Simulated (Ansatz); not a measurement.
# A hypothetical structure for Mo3SeS2

This structure for Mo3SeS2 is made up. Its elements were placed in a known structure type with a cell scaled to their sizes. What cell does the guess relax to, and how far off was it?

Calculated with Ansatz 0.2.0; DFT, r2SCAN, plane-wave PAW, files of the set soft_1, scalar-relativistic, no spin, cell and ions relaxed at zero pressure; PAW set soft_1, in the first sound run; inputs show where later runs differ.

### 1. Set-up

It takes space group R-3m (No. 166, trigonal). The conventional cell has a = 3.676 Å, b = 3.676 Å, c = 28.809 Å, α = 90.00°, β = 90.00°, γ = 120.00°. Nearest to Mo lie 3 Se at 2.49 Å and 3 S at 2.75 Å. Nearest to Mo lie 6 S at 2.75 Å. Se has 6 Mo at 2.49 Å nearest. S has 6 Mo at 2.75 Å nearest. Farther neighbours and most contacts between anions are not listed.

### 2. Relaxing cell and atoms

The guess takes its coordinates from another compound and its volume from a rule, so the cell and any free coordinates are relaxed together.

Input file input.yaml:

```yaml
crystal:
  lattice:
    - [1.838, 1.061169795, 9.603]
    - [-1.838, 1.061169795, 9.603]
    - [0.0, -2.12233959, 9.603]
  atoms:
    - { symbol: Mo, position: [0.621433333, 0.621433333, 0.621433333] }
    - { symbol: Mo, position: [0.378566667, 0.378566667, 0.378566667] }
    - { symbol: Mo, position: [0.5, 0.5, 0.5] }
    - { symbol: Se, position: [0.0, 0.0, 0.0] }
    - { symbol: S, position: [0.772866667, 0.772866667, 0.772866667] }
    - { symbol: S, position: [0.227133333, 0.227133333, 0.227133333] }
kpoints:
  mp_grid: { grid: [8, 8, 8] }
scf:
  occupations: { method: fermi_dirac, width: 0.05 }
hamiltonian:
  xc: r2scan
  pseudopotentials: { kind: paw, azcp: { folder: soft_1 } }
relax:
  f_tol: 0.015
  max_steps: 70
  cell: {}
output:
  forces: true
  stress: true
```

On the command line:

```bash
ansatz run input.yaml --threads 4 --pin off --max-ram 10240MiB --backend cpu --events-out ev --progress --plain --runs-dir out
```

Numbers of over 12 decimals in the logs are rounded to 6 here.

What it wrote:

```text
basis.fft_grid_basis auto: the FFT boxes are laid along the combinations [[1, 0, -1], [0, 1, -1], [0, 0, 1]] of the cell's own vectors, 3.676, 3.676 and 9.835 Å long. The dense box has 27×27×72 points. Along the cell's own vectors, as sized, it would have 72×72×72, 7.11 times as many. Of the 12 symmetry operations that the crystal satisfies within crystal.symmetry.tolerance (time reversal apart; of a slab, those that [...]
Engine: ansatz 0.2.0, aarch64-unknown-linux-gnu
Pseudopotentials: kind: paw
Pseudopotential: Mo, paw, valence charge 14, recommended cutoff 500 eV (meta_gga), soft_1/Mo.paw.azcp
Pseudopotential: Se, paw, valence charge 16, recommended cutoff 500 eV (meta_gga), soft_1/Se.paw.azcp
Pseudopotential: S, paw, valence charge 6, recommended cutoff 500 eV (meta_gga), soft_1/S.paw.azcp
Functional definition: r2SCAN
  parameter k0 = 0.174
  parameter k1 = 0.065
  parameter a1 = 4.9479
  exchange = r2scan_x(k0 = k0, k1 = k1, a1 = a1)
  correlation = r2scan_c
Crystal: 6 atoms, lattice volume = 112.380 Å³
Basis set: ecut = 500 eV, 2861 PW (Γ), FFT grids on a1−a3, a2−a3, a3, exchange–correlation on 108×108×288 points (64 copies of the dense FFT grid, shifted against one another)
Bands: 42, of which v1, the nominal top of the filled ones, is band 35 counted from 1 (34 counted from 0)
Symmetry: 12 space group operations
Space group: R-3m (ITA 166), of the structure as read, at distance tolerance 4.8e-5 Å
k-points: 65 of 512
Non-local potential: Mo, projectors of the file, l = 0: 3, l = 1: 2, l = 2: 2, l = 3: 1
Non-local potential: Se, projectors of the file, l = 0: 2, l = 1: 2, l = 2: 3, l = 3: 1
Non-local potential: S, projectors of the file, l = 0: 2, l = 1: 2, l = 2: 1
PAW form: soft (Blöchl's): semilocal exchange-correlation on the pseudo side does not see the compensation charge
PAW frozen core: Mo, regenerated for the run's functional (the file was generated under x = pbe(κ = 0.804, μ = 0.219515), c = pbe(β = 0.066725))
PAW frozen core: Se, regenerated for the run's functional (the file was generated under x = pbe(κ = 0.804, μ = 0.219515), c = pbe(β = 0.066725))
PAW frozen core: S, regenerated for the run's functional (the file was generated under x = pbe(κ = 0.804, μ = 0.219515), c = pbe(β = 0.066725))
PAW one-centre angular grid: Mo, 590 points (default); XC on 160 Gauss nodes
PAW one-centre angular grid: Se, 590 points (default); XC on 160 Gauss nodes
PAW one-centre angular grid: S, 302 points (default); XC on 160 Gauss nodes
Initial density: superposition of atomic densities (chi_scale 0.1, normalization cell, long waves kept (reshape's long-wave potential 0.09 eV rms))
Initial wavefunctions: pseudopotential atomic-orbital guess
Functional: x = r2scan, c = r2scan; τ floored in thin density (d = 2e-4 eV/Å³)
SCF iter   1: F=—  HF=-22190.942558 eV  |F-HF|=—  |Δ(HF+E_count)|=         —  Δρ=5.15e-2  dr2=4.35e0  dr2_τ=2.39e-1  ethr=3.10e-3  ⟨swp⟩=6.3  Hψ=10263  notcnv=0
preconditioner: auto → Kerker (q_TF=auto, 2.521 Å⁻¹)  [metal: Δε(μ)=0.013 eV  Ē_g=6.919 eV  σ=0.050 eV  W_gap=0.07  n_scr=36 (ndim 8)  ℏωp=21.0 eV  f_vac=0.000  D(μ)=8.34/eV (n_scr^D=100)]
SCF iter   2: F=—  HF=-22190.346916 eV  |F-HF|=—  |Δ(HF+E_count)|=   5.96e-1  Δρ=3.51e-2  dr2=5.47e0  dr2_τ=2.34e-1  ethr=3.10e-3  ⟨swp⟩=3.2  Hψ=5394  notcnv=0
SCF iter   3: F=—  HF=-22190.497799 eV  |F-HF|=—  |Δ(HF+E_count)|=   1.51e-1  Δρ=4.49e-2  dr2=1.01e1  dr2_τ=4.47e-1  ethr=3.10e-3  ⟨swp⟩=2.6  Hψ=4386  notcnv=0
SCF iter   4: F=—  HF=-22190.234685 eV  |F-HF|=—  |Δ(HF+E_count)|=   2.63e-1  Δρ=9.84e-3  dr2=7.82e-2  dr2_τ=3.30e-3  ethr=3.10e-3  ⟨swp⟩=2.2  Hψ=3780  notcnv=0
SCF iter   5: F=—  HF=-22190.255436 eV  |F-HF|=—  |Δ(HF+E_count)|=   2.08e-2  Δρ=6.31e-3  dr2=2.79e-1  dr2_τ=5.40e-3  ethr=1.12e-4  ⟨swp⟩=2.2  Hψ=5179  notcnv=0
SCF iter   6: F=—  HF=-22190.249974 eV  |F-HF|=—  |Δ(HF+E_count)|=   5.46e-3  Δρ=1.78e-3  dr2=2.52e-2  dr2_τ=4.37e-4  ethr=1.12e-4  ⟨swp⟩=1.0  Hψ=2739  notcnv=0
SCF iter   7: F=—  HF=-22190.249647 eV  |F-HF|=—  |Δ(HF+E_count)|=   3.27e-4  Δρ=3.69e-4  dr2=2.94e-4  dr2_τ=1.11e-5  ethr=3.59e-5  ⟨swp⟩=1.0  Hψ=2730  notcnv=0
SCF iter   8: F=—  HF=-22190.249646 eV  |F-HF|=—  |Δ(HF+E_count)|=   8.55e-7  Δρ=1.96e-4  dr2=1.26e-4  dr2_τ=4.79e-6  ethr=4.20e-7  ⟨swp⟩=2.0  Hψ=4848  notcnv=0
SCF iter   9: F=—  HF=-22190.249651 eV  |F-HF|=—  |Δ(HF+E_count)|=   4.89e-6  Δρ=1.30e-4  dr2=7.03e-5  dr2_τ=2.23e-6  ethr=1.80e-7  ⟨swp⟩=2.7  Hψ=4511  notcnv=0
SCF iter  10: F=—  HF=-22190.249650 eV  |F-HF|=—  |Δ(HF+E_count)|=   7.02e-7  Δρ=2.02e-5  dr2=9.13e-7  dr2_τ=2.01e-7  ethr=1.00e-7  ⟨swp⟩=1.0  Hψ=2730  notcnv=0
SCF iter  11: F=—  HF=-22190.249651 eV  |F-HF|=—  |Δ(HF+E_count)|=   2.31e-7  Δρ=1.43e-5  dr2=1.15e-6  dr2_τ=2.10e-8  ethr=1.30e-9  ⟨swp⟩=2.5  Hψ=4901  notcnv=0
SCF iter  12: F=—  HF=-22190.249651 eV  |F-HF|=—  |Δ(HF+E_count)|=   1.13e-8  Δρ=4.83e-6  dr2=1.34e-7  dr2_τ=7.48e-10  ethr=1.30e-9  ⟨swp⟩=1.0  Hψ=2730  notcnv=0
SCF iter  13: F=-22190.249651 eV  HF=-22190.249651 eV  |F-HF|=1.12e-8  |Δ(HF+E_count)|=   4.02e-9  Δρ=1.36e-6  dr2=1.23e-8  dr2_τ=1.47e-10  ethr=1.43e-10  ⟨swp⟩=4.0  Hψ=8122  notcnv=0
SCF 1 converged in 13 iterations: F = -22190.249651 eV  dr2 = 1.23e-8
  greatest PAW one-centre occupation: 1.000 electrons in one spin orbital (limit 2), on the Se atom at site 3 (counted from 0), in its partial waves of l = 2
relax step   1: F+E_penalty+E_count = -22190.24965054 eV  Δ(F+E_penalty+E_count) = +0.000e0 eV  max|allowed force component| = 1.201e0 eV/Å  Δτ_max = 0.0000 Å  P = -15.842 GPa  Ω = 112.380 Å³  (13 SCF iters, dr2 threshold 1.00e-7 eV, accepted)
Crystal: 6 atoms, lattice volume = 102.740 Å³
Basis set: ecut = 500 eV, 2649 PW (Γ), FFT grids on a1−a3, a2−a3, a3, exchange–correlation on 108×108×288 points (64 copies of the dense FFT grid, shifted against one another)
Initial density: handed on by an earlier stage of this run
Initial wavefunctions: those handed on with the density
iter 1 solved again at ethr=4.38e-4 eV; its pass at ethr=3.10e-3 eV (dr2=3.06e-1 eV) is discarded
SCF iter   1: F=—  HF=-22190.692095 eV  |F-HF|=—  |Δ(HF+E_count)|=         —  Δρ=9.74e-3  dr2=3.00e-1  dr2_τ=6.12e-1  ethr=4.38e-4  ⟨swp⟩=1.7  Hψ=14522  notcnv=0
preconditioner: auto → Kerker (q_TF=auto, 2.559 Å⁻¹)  [metal: Δε(μ)=0.008 eV  Ē_g=7.008 eV  σ=0.050 eV  W_gap=0.04  n_scr=30 (ndim 8)  ℏωp=22.0 eV  f_vac=0.000  D(μ)=7.25/eV (n_scr^D=76)]
SCF iter   2: F=—  HF=-22191.336069 eV  |F-HF|=—  |Δ(HF+E_count)|=   6.44e-1  Δρ=1.29e-2  dr2=8.15e-1  dr2_τ=3.99e-2  ethr=4.28e-4  ⟨swp⟩=2.8  Hψ=5059  notcnv=0  recentre
[...]
SCF iter  10: F=-22191.823542 eV  HF=-22191.823542 eV  |F-HF|=3.11e-8  |Δ(HF+E_count)|=   4.24e-7  Δρ=6.59e-6  dr2=8.92e-8  dr2_τ=3.73e-9  ethr=8.57e-10  ⟨swp⟩=4.0  Hψ=11011  notcnv=0
SCF 3 converged in 10 iterations: F = -22191.823542 eV  dr2 = 8.92e-8
relax step   3: F+E_penalty+E_count = -22191.82354225 eV  Δ(F+E_penalty+E_count) = -5.036e-1 eV  max|allowed force component| = 6.106e-1 eV/Å  Δτ_max = 0.0907 Å  P = +0.125 GPa  Ω = 97.351 Å³  energy of the carried Pulay correction = +2.504e-3 eV  (10 SCF iters, dr2 threshold 6.00e-7 eV, accepted)
[... from here on, the SCF cycles and remarks between the steps are left out ...]
relax step   4: F+E_penalty+E_count = -22192.15635110 eV  Δ(F+E_penalty+E_count) = -3.328e-1 eV  max|allowed force component| = 2.080e-1 eV/Å  Δτ_max = 0.0499 Å  P = +2.485 GPa  Ω = 95.908 Å³  energy of the carried Pulay correction = +2.764e-3 eV  (9 SCF iters, dr2 threshold 6.00e-7 eV, accepted)
relax step   5: F+E_penalty+E_count = -22192.55958653 eV  Δ(F+E_penalty+E_count) = -4.032e-1 eV  max|allowed force component| = 2.433e-1 eV/Å  Δτ_max = 0.0118 Å  P = +3.606 GPa  Ω = 95.488 Å³  energy of the carried Pulay correction = +2.840e-3 eV  (10 SCF iters, dr2 threshold 6.00e-7 eV, accepted)
relax step   6: F+E_penalty+E_count = -22192.79450459 eV  Δ(F+E_penalty+E_count) = -2.349e-1 eV  max|allowed force component| = 1.321e-1 eV/Å  Δτ_max = 0.0175 Å  P = +2.550 GPa  Ω = 96.681 Å³  energy of the carried Pulay correction = +2.625e-3 eV  (9 SCF iters, dr2 threshold 6.00e-7 eV, accepted)
relax step   7: F+E_penalty+E_count = -22192.79671500 eV  Δ(F+E_penalty+E_count) = -2.210e-3 eV  max|allowed force component| = 8.753e-2 eV/Å  Δτ_max = 0.0176 Å  P = -2.220 GPa  Ω = 99.291 Å³  energy of the carried Pulay correction = +2.161e-3 eV  (8 SCF iters, dr2 threshold 6.00e-7 eV, accepted)
relax step   8: F+E_penalty+E_count = -22192.80800397 eV  Δ(F+E_penalty+E_count) = -1.129e-2 eV  max|allowed force component| = 3.755e-2 eV/Å  Δτ_max = 0.0076 Å  P = -0.041 GPa  Ω = 98.083 Å³  energy of the carried Pulay correction = +2.374e-3 eV  (7 SCF iters, dr2 threshold 6.00e-7 eV, accepted)
relax step   9: F+E_penalty+E_count = -22192.80834930 eV  Δ(F+E_penalty+E_count) = -3.453e-4 eV  max|allowed force component| = 2.082e-2 eV/Å  Δτ_max = 0.0104 Å  P = +0.025 GPa  Ω = 98.031 Å³  energy of the carried Pulay correction = +2.383e-3 eV  (8 SCF iters, dr2 threshold 8.81e-8 eV, accepted)
relax step  10: F+E_penalty+E_count = -22192.80841471 eV  Δ(F+E_penalty+E_count) = -6.542e-5 eV  max|allowed force component| = 1.624e-3 eV/Å  Δτ_max = 0.0044 Å  P = -0.010 GPa  Ω = 98.062 Å³  energy of the carried Pulay correction = +2.378e-3 eV  (6 SCF iters, dr2 threshold 2.71e-8 eV, accepted)
Basis set: ecut = 500 eV, 2475 PW (Γ), FFT grids on a1−a3, a2−a3, a3, exchange–correlation on 120×120×240 points (64 copies of the dense FFT grid, shifted against one another)
Initial wavefunctions: pseudopotential atomic-orbital guess (no wavefunctions were taken with the density)
iter 1 solved again at ethr=5.43e-7 eV; its pass at ethr=3.10e-3 eV (dr2=3.80e-4 eV) is discarded
SCF iter   1: F=—  HF=-22192.807756 eV  |F-HF|=—  |Δ(HF+E_count)|=         —  Δρ=3.58e-4  dr2=7.81e-6  dr2_τ=8.86e-5  ethr=5.43e-7  ⟨swp⟩=4.0  Hψ=18442  notcnv=0
preconditioner: auto → Kerker (q_TF=auto, 2.579 Å⁻¹)  [metal: Δε(μ)=0.009 eV  Ē_g=7.295 eV  σ=0.050 eV  W_gap=0.05  n_scr=28 (ndim 8)  ℏωp=22.5 eV  f_vac=0.002  D(μ)=4.59/eV (n_scr^D=36)]
SCF iter   2: F=—  HF=-22192.807983 eV  |F-HF|=—  |Δ(HF+E_count)|=   2.28e-4  Δρ=1.86e-4  dr2=2.17e-6  dr2_τ=5.96e-6  ethr=1.12e-8  ⟨swp⟩=2.2  Hψ=4849  notcnv=0
SCF iter   3: F=—  HF=-22192.808068 eV  |F-HF|=—  |Δ(HF+E_count)|=   8.53e-5  Δρ=1.25e-5  dr2=1.06e-7  dr2_τ=3.68e-8  ethr=3.10e-9  ⟨swp⟩=2.0  Hψ=5022  notcnv=0
SCF iter   4: F=—  HF=-22192.808068 eV  |F-HF|=—  |Δ(HF+E_count)|=   5.52e-8  Δρ=8.19e-6  dr2=1.93e-7  dr2_τ=1.41e-8  ethr=1.51e-10  ⟨swp⟩=2.9  Hψ=5465  notcnv=0
SCF iter   5: F=—  HF=-22192.808068 eV  |F-HF|=—  |Δ(HF+E_count)|=   4.75e-9  Δρ=1.86e-6  dr2=6.86e-10  dr2_τ=5.16e-10  ethr=1.51e-10  ⟨swp⟩=1.7  Hψ=2816  notcnv=0
SCF iter   6: F=—  HF=-22192.808068 eV  |F-HF|=—  |Δ(HF+E_count)|=   1.02e-8  Δρ=5.13e-7  dr2=1.64e-10  dr2_τ=2.68e-11  ethr=1.00e-12  ⟨swp⟩=2.0  Hψ=4929  notcnv=0
SCF iter   7: F=-22192.808068 eV  HF=-22192.808068 eV  |F-HF|=2.91e-11  |Δ(HF+E_count)|=  2.91e-10  Δρ=1.67e-7  dr2=4.40e-11  dr2_τ=2.94e-12  ethr=1.00e-12  ⟨swp⟩=5.0  Hψ=10767  notcnv=0
SCF 11 converged in 7 iterations: F = -22192.808068 eV  dr2 = 4.40e-11
relax step  11: F+E_penalty+E_count = -22192.80806846 eV  Δ(F+E_penalty+E_count) = +3.463e-4 eV  max|allowed force component| = 1.201e-3 eV/Å  Δτ_max = 0.0000 Å  P = -0.011 GPa  Ω = 98.062 Å³  stress off target by 1.82e-2 GPa  SCF on the basis re-selected at this cell (its energy is not comparable with the rows above)  (7 SCF iters)
basis re-selected at this cell: Δ(F+E_penalty+E_count) = +3.463e-4 eV, ΔP = -0.001 GPa vs the last step (what re-selecting the basis moved, of the pressure what is left beyond the Pulay correction that the steps carried, after the strain that the cell walked since its last selection, with what the two solves' SCF thresholds leave and, on support functions, any second-order correction that the steps lacked; it is no measure of the basis error at this ecutwfc). The dense FFT grid was sized anew with the basis: this SCF ran on 30×30×60 points, the steps before it on 27×27×72, so part of this shift can come from that change (see relax.cell in the input reference). [rest of the remark cut]
SCF converged after 7 iterations
Free energy (F): -22192.808068 eV
Harris-Foulkes:  -22192.808068 eV  (|F-HF|=2.91e-11)
Internal energy: -22192.770507 eV  (E = F + TS)
E sigma→0 (E₀):  -22192.789288 eV
Entropy (-TS):   -0.037562 eV (-6.260 meV/atom)
Fermi energy:    15.917998 eV
--- Per-component energies (eV) ---
  E_band       = -633.469561
  E_kinetic    = 1596.623015
  E_local      = -6057.629719  (includes V_loc(G=0)·N_el)
  E_nonlocal   = 167.106401
  E_hartree    = 2659.342629
  E_xc         = -762.407968
  E_vxc        = -1011.705235  (∫ρ·V_xc dr)
  E_paw        = -13064.109731  (= ΣΔE_a)
  E_vpaw       = -707.990520  (= ΣTr[D̂ρ^β])
  E_aug_tail   = 0.000060  (compensation charges beyond the density's cutoff)
  E_vtau       = 61.441045  (kinetic-family band-sum trace: ∫τ·v_τ [+ j·A + Jᵃ·Aᵃ] dr)
  E_ewald      = -6729.047297
  E_core_change = -2.647897  (= ΣΔE_core)
  E_smearing   = -0.037562  (= −TS)
  E_closure    = -0.000000  (closes the sum)
  Σ components = -22192.808068   (vs F -22192.808068, Δ=0.00e0)
--- Forces (eV/Å), atoms counted from 1 ---
  atom   1  Mo    -0.00000000     0.00000000     0.00120079
  atom   2  Mo     0.00000000    -0.00000000    -0.00120079
  atom   3  Mo    -0.00000000     0.00000000     0.00000000
  atom   4  Se    -0.00000000     0.00000000     0.00000000
  atom   5  S     -0.00000000     0.00000000    -0.00094963
  atom   6  S      0.00000000    -0.00000000     0.00094963
  max |Σ_I F_I| component: 4.63e-18 eV/Å
--- Stress (GPa, compression-positive) ---
       -0.006707      -0.000000       0.000000
       -0.000000      -0.006707      -0.000000
        0.000000      -0.000000      -0.018242
  P = ⅓ Tr σ = -0.0106 GPa (-0.106 kbar)
--- Relaxed structure (10 steps of the walk, 10 accepted, 1 SCFs on fresh bases) ---
  F+E_penalty+E_count = -22192.80806846 eV   max|allowed force component| = 1.201e-3 eV/Å   (the final SCF, on the basis selected at the relaxed cell)
  cell:  # Å, volume = 98.0622 Å³
    - [1.970394, 1.137607, 7.291304]
    - [-1.970394, 1.137607, 7.291304]
    - [0, -2.275215, 7.291304]
  atoms:
    - { symbol: Mo, position: [0.616025, 0.616025, 0.616025] }
    - { symbol: Mo, position: [0.383975, 0.383975, 0.383975] }
    - { symbol: Mo, position: [0.5, 0.5, 0.500000] }
    - { symbol: Se, position: [-1.4559711044477075e-19, -1.4559711044476502e-19, -1.4559711044476581e-19] }
    - { symbol: S, position: [0.779508, 0.779508, 0.779508] }
    - { symbol: S, position: [0.220492, 0.220492, 0.220492] }
```

It took 89 s on 4 threads of Arm Neoverse V2, shared host; peak memory 0.83 GiB.

Relaxation path:

```tsv
step	energy less that of the first step (eV)	largest force component (eV/Å)	pressure (GPa)	volume (Å³)
1	0.0000	1.2013	-15.84	112.38
2	-1.0703	0.8560	-7.03	102.74
3	-1.5739	0.6106	0.13	97.35
4	-1.9067	0.2080	2.49	95.91
5	-2.3099	0.2433	3.61	95.49
6	-2.5449	0.1321	2.55	96.68
7	-2.5471	0.0875	-2.22	99.29
8	-2.5584	0.0375	-0.04	98.08
9	-2.5587	0.0208	0.03	98.03
10	-2.5588	0.0016	-0.01	98.06
11*	-2.5584	0.0012	-0.01	98.06
```

Relaxation steps marked * repeat the geometry before them on a plane-wave basis chosen anew for their cell, so energy and pressure can jump there.

Forces are held to the 12 operations that the run works with; a distortion that breaks them can't arise in this run.

```tsv
cell as run	before	after	change
a (Å)	9.835	7.638	-22.3 %
b (Å)	9.835	7.638	-22.3 %
c (Å)	9.835	7.638	-22.3 %
α (°)	21.54	29.90	+38.8 %
β (°)	21.54	29.90	+38.8 %
γ (°)	21.54	29.90	+38.8 %
volume (Å³/atom)	18.73	16.34	-12.7 %
```

The atoms that moved most (Å, as changes of fractional coordinates times the final cell):

```tsv
atom	dx	dy	dz	length
S5	0.000	0.000	0.145	0.145
S6	0.000	0.000	-0.145	0.145
Mo2	0.000	0.000	0.118	0.118
Mo1	0.000	0.000	-0.118	0.118
```

Final coordinates:

```cif
data_structure
_symmetry_space_group_name_H-M 'P 1'
_symmetry_Int_Tables_number 1
_cell_length_a 7.6380
_cell_length_b 7.6380
_cell_length_c 7.6380
_cell_angle_alpha 29.899
_cell_angle_beta 29.899
_cell_angle_gamma 29.899
_cell_volume 98.06
loop_
_atom_site_label
_atom_site_type_symbol
_atom_site_fract_x
_atom_site_fract_y
_atom_site_fract_z
_atom_site_occupancy
Mo1 Mo 0.61602 0.61602 0.61602 1
Mo2 Mo 0.38398 0.38398 0.38398 1
Mo3 Mo 0.50000 0.50000 0.50000 1
Se4 Se 0.00000 0.00000 0.00000 1
S5 S 0.77951 0.77951 0.77951 1
S6 S 0.22049 0.22049 0.22049 1
```

This step gave:

```yaml
free_energy: -22192.8081 eV
energy_at_zero_smearing: -22192.7893 eV
smearing_term_ts: 0.03756 eV
fermi_energy: 15.92 eV
electrons: 70
symmetry_operations: 12
pressure: -0.01055 GPa
```

The shortest distance of each pair, which need not be the same contact before and after:

```tsv
pair	guess (Å)	relaxed (Å)
Mo–Se	2.490	2.531
Mo–Mo	3.361	2.538
Mo–S	2.746	2.562
S–S	3.676	3.274
S–Se	3.724	3.357
```

The relaxation ends with a largest force component of 0.0012 eV/Å and a pressure of -0.01 GPa.

(Part 1 of 2 ends here.)

[Logs are printed without paths, hosts, clocks, repeated set-up lines and the standing remarks that a program may print on its own settings, such as how far it seeks lower states.]

[Hosts, paths, dates, database ids (printed as entryN), source tags and the programs' standing remarks are cut or masked in the printed files.]
